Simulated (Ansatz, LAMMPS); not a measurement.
# Relaxing amorphous 25HfO2-75SiO2 (mol %) (84 atoms), part 2 of 2

Aim: bring amorphous 25HfO2-75SiO2 (mol %) (84 atoms) to a nearby minimum of the energy and see what moves.

Ansatz 0.2.0; Kohn-Sham DFT, PBE, PAW (set soft_2), plane waves.

The cell: 7 Hf, 21 Si and 56 O. The quench rate of 50 K/ps far exceeds what a furnace or splat quench reaches. The network of bonds at the start is that of the classical potential that made the cell. Only the Γ point is sampled in the main run, in a cell whose shortest periodic width is 11 Å. Spin–orbit coupling is left out.

So far. Step 4 (Cell and atoms relaxed): The relaxation changed the energy by -71.7 meV/atom, and atoms moved by 0.39 Å r.m.s., 1.2 Å at most. Step 7 (K-mesh 2×2×2): Forces differ from those of the single point at the relaxed geometry by 4.8 meV/Å r.m.s.; the energy by -0.51 meV/atom and the gap by -0.021 eV. It took 2.8 min and 10 cycles; the reference's time can't be set against it, since the two runs asked for unlike analyses.

### 8. Functional HSE06

HSE06 mixes in a quarter of exact exchange at short range, which counters self-interaction, at a higher cost.

This step: Kohn-Sham DFT, HSE06, PAW (set soft_2), plane waves (Ansatz 0.2.0).

input.yaml

```yaml
crystal:
  lattice:
    - [10.35072, 0.17457, -0.06497]
    - [0.17457, 10.59854, 0.36348]
    - [-0.06497, 0.36348, 11.0082]
  atoms:
    [... the 84 atom lines of step 6 ...]
kpoints:
  mp_grid: { grid: [1, 1, 1] }
hamiltonian:
  xc: hse06
scf:
  occupations: { method: fermi_dirac, width: 0.025 }
output:
  forces: true
  stress: true
  populations: true
  dos:
    method: { smearing: { sigma: 0.08 } }
    de: 0.05
    projected: { site_lists: { Hf: [Hf], O: [O], Si: [Si] } }
  eigenvalues: true
```

Command:

```sh
$ ansatz run input.yaml --threads 4 --pin off --max-ram 8192MiB --backend cpu --events-out ev --progress --plain --runs-dir out
```

The job ended after 5.5 min (4 threads of Arm Neoverse V2, shared host; peak memory 3.9 GiB).

The program notes that the exchange threshold is loose for the stress and the SCF threshold is loose for the stress.

Geometry and reference: those of the single point at the relaxed geometry.

Forces differ from those of the single point at the relaxed geometry by 184 meV/Å r.m.s.; the pressure by -4.6 GPa and the gap by +1.7 eV. It took 5.5 min and 23 cycles; the reference's time can't be set against it, since the two runs asked for unlike analyses.

Numbers from this run:

```
free energy                                      : -155284.8033 eV
free energy per atom                             : -1848.6286 eV/atom
SCF cycles                                       : 23
pressure                                         : -4.641 GPa
r.m.s. force component                           : 0.1839 eV/Å
longest force                                    : 0.6822 eV/Å
Fermi energy                                     : 5.76 eV
gap (highest filled to lowest empty level) : 6.04 eV
spilling of the projection                       : 0.009146
```

Length of the force by element and coordination:

```tsv
element	coordination	atoms	mean length of the force (eV/Å)	spread	least	most
Hf	all	7	0.173	0.0462	0.116	0.242
Hf	5	5	0.157	0.0455	0.116	0.242
Hf	6	1	0.22	0	0.22	0.22
Hf	7	1	0.207	0	0.207	0.207
O	all	56	0.362	0.117	0.108	0.682
O	2	46	0.373	0.116	0.108	0.682
O	3	10	0.311	0.107	0.117	0.483
Si	all	21	0.0862	0.0332	0.0392	0.154
```

Löwdin charges by element and coordination (they lack the spilled electrons, 0.066 e an atom on average):

```tsv
element	coordination	atoms	mean charge (e)	spread	least	most
Hf	all	7	1.70	0.0158	1.68	1.73
Hf	5	5	1.70	0.0182	1.68	1.73
Hf	6	1	1.70	0	1.70	1.70
Hf	7	1	1.69	0	1.69	1.69
O	all	56	-0.795	0.0253	-0.833	-0.715
O	2	46	-0.797	0.0246	-0.833	-0.715
O	3	10	-0.785	0.0256	-0.825	-0.743
Si	all	21	1.82	0.0288	1.76	1.86
```

Density of states as counts of states in windows of 1 eV (from the Fermi level), total and the larger projections:

```tsv
from (eV)	to (eV)	total	O p	Hf d	Si p
-10	-9	17.4	13.0	0.2	2.8
-9	-8	28.1	21.3	1.1	3.8
-8	-7	40.0	31.0	2.7	3.8
-7	-6	47.4	40.4	2.2	2.3
-6	-5	64.1	57.8	2.5	1.5
-5	-4	65.2	60.9	1.7	0.9
-4	-3	39.9	38.2	0.5	0.3
-3	-2	0.7	0.7	0.0	0.0
-2	2	0.0	0.0	0.0	0.0
2	3	0.8	0.1	0.4	0.0
3	4	11.0	1.1	7.2	0.4
4	5	25.3	2.7	16.9	1.5
```

Between -26 and -10 eV lie 243 more states.

About 56 of the 602 electrons lie in deeper levels, below the stored range.

The levels nearest the highest filled one (over half full), pooled over k-points and spins:

```tsv
level less the highest filled one (eV)	occupation
-0.426	2
-0.356	2
-0.252	2
-0.238	2
-0.110	2
0	2
6.04	0
6.33	0
6.49	0
6.52	0
6.71	0
6.98	0
```

### 9. Functional r2SCAN (500 eV)

The meta-GGA r2SCAN uses the kinetic energy density as well as the density and its gradient. Besides, the cutoff goes from 420 to 500 eV.

This step: Kohn-Sham DFT, r2SCAN, PAW (set soft_2), plane waves (Ansatz 0.2.0).

Edit input.yaml of step 8 so:

```diff
@@ -10,3 +10,3 @@
 hamiltonian:
-  xc: hse06
+  xc: r2scan
 scf:
```

Wall time 43 s (4 threads); peak memory 3.3 GiB; 2.8 min of CPU time.

Geometry and reference: those of the single point at the relaxed geometry.

Forces differ from those of the single point at the relaxed geometry by 146 meV/Å r.m.s.; the pressure by -4.7 GPa and the gap by +0.51 eV. It took 43 s and 10 cycles; the reference's time can't be set against it, since the two runs asked for unlike analyses.

### 10. Functional PBEsol

PBEsol restores the gradient expansion of exchange for slowly varying densities and usually gives shorter bonds in solids than PBE.

This step: Kohn-Sham DFT, PBEsol, PAW (set soft_2), plane waves (Ansatz 0.2.0).

Edit input.yaml of step 9 so:

```diff
@@ -10,3 +10,3 @@
 hamiltonian:
-  xc: r2scan
+  xc: pbesol
 scf:
```

Run time: 20 s. Hardware: 4 threads; peak memory 1.6 GiB; 76 s of CPU time.

Geometry and reference: those of the single point at the relaxed geometry.

Forces differ from those of the single point at the relaxed geometry by 78 meV/Å r.m.s.; the pressure by -3.1 GPa and the gap by -0.076 eV.

### 11. All settings compared

Each row is set against the single point at the relaxed geometry (Kohn-Sham DFT, PBE, PAW (set soft_2), plane waves; r.m.s. force component 0.0047 eV/Å). Energies are set beside the reference only for runs with its functional, potentials and electron count. Times are for 4 threads of Arm Neoverse V2, shared host. The reference's time includes grids, which some other runs skip.

```tsv
run	Δ force, r.m.s. (meV/Å)	Δ energy (meV/atom)	Δ pressure (GPa)	Δ gap (eV)	cycles	time	host memory (GiB)
reference	-	-	-	-	10	19 s	1.6
k-mesh 2×2×2	4.76	-0.507	0.008	-0.0209	10	2.8 min	5.8
functional HSE06	184	-	-4.63	1.68	23	5.5 min	3.9
functional r2SCAN (500 eV)	146	-	-4.66	0.507	10	43 s	3.3
functional PBEsol	78.2	-	-3.13	-0.0759	12	20 s	1.6
```

### 12. Outcome

| Item | Value |
| --- | --- |
| energy change in the relaxation | -71.72 meV/atom |
| r.m.s. displacement | 0.388 Å |
| largest displacement | 1.246 Å |
| free energy per atom | -1848.5473 eV/atom |
| pressure | -0.009774 GPa |
| r.m.s. force component | 0.0047 eV/Å |
| gap (highest filled to lowest empty level) | 4.361 eV |
| wall time of the 7 DFT runs | 14 min |

Relaxation lowers the energy by 71.7 meV/atom and moves atoms by 0.39 Å r.m.s.; the r.m.s. force component goes from 0.92 to 0.0047 eV/Å. Displacements are taken in the final cell, so they leave out its strain. By the final cutoffs 2 of 122 bonded pairs parted and 2 joined. The cell shrank by 2.8 % in volume. First to last step the energy falls by 6.025 eV, across changes of basis; the largest move, 1.25 Å, is that of O51. The O-Hf bonds change most in mean length: from 2.143 Å (spread 0.098) to 2.111 Å (spread 0.186). With the cutoffs above, 71 % of Hf atoms have 5, 82 % of O atoms have 2 and all Si atoms have 4 bonded neighbours. Counting bonds to Si alone, not to Hf, 54 % of the oxygens join two of these atoms and 43 % one; 4 % join none. Between filled and empty levels lie 4.36 eV (at Γ alone); a semilocal functional tends to put such gaps too low. In a disordered cell it changes from sample to sample, and tail or defect levels can set it.

Among the changes of functional, dispersion, potentials or spin, functional HSE06 moves the forces most, by 184 meV/Å r.m.s. The gap changes by +1.68 eV with HSE06.

Caveats: The starting topology of bonds comes from the classical model; in DFT 2 of its 122 bonded pairs passed out of the cutoffs and 2 came within them.

[Logs are printed without paths, hosts, clocks, repeated set-up lines and the standing remarks that a program may print on its own settings, such as how far it seeks lower states.]

[Hosts, paths, dates, database ids (printed as entryN), source tags and the programs' standing remarks are cut or masked in the printed files.]
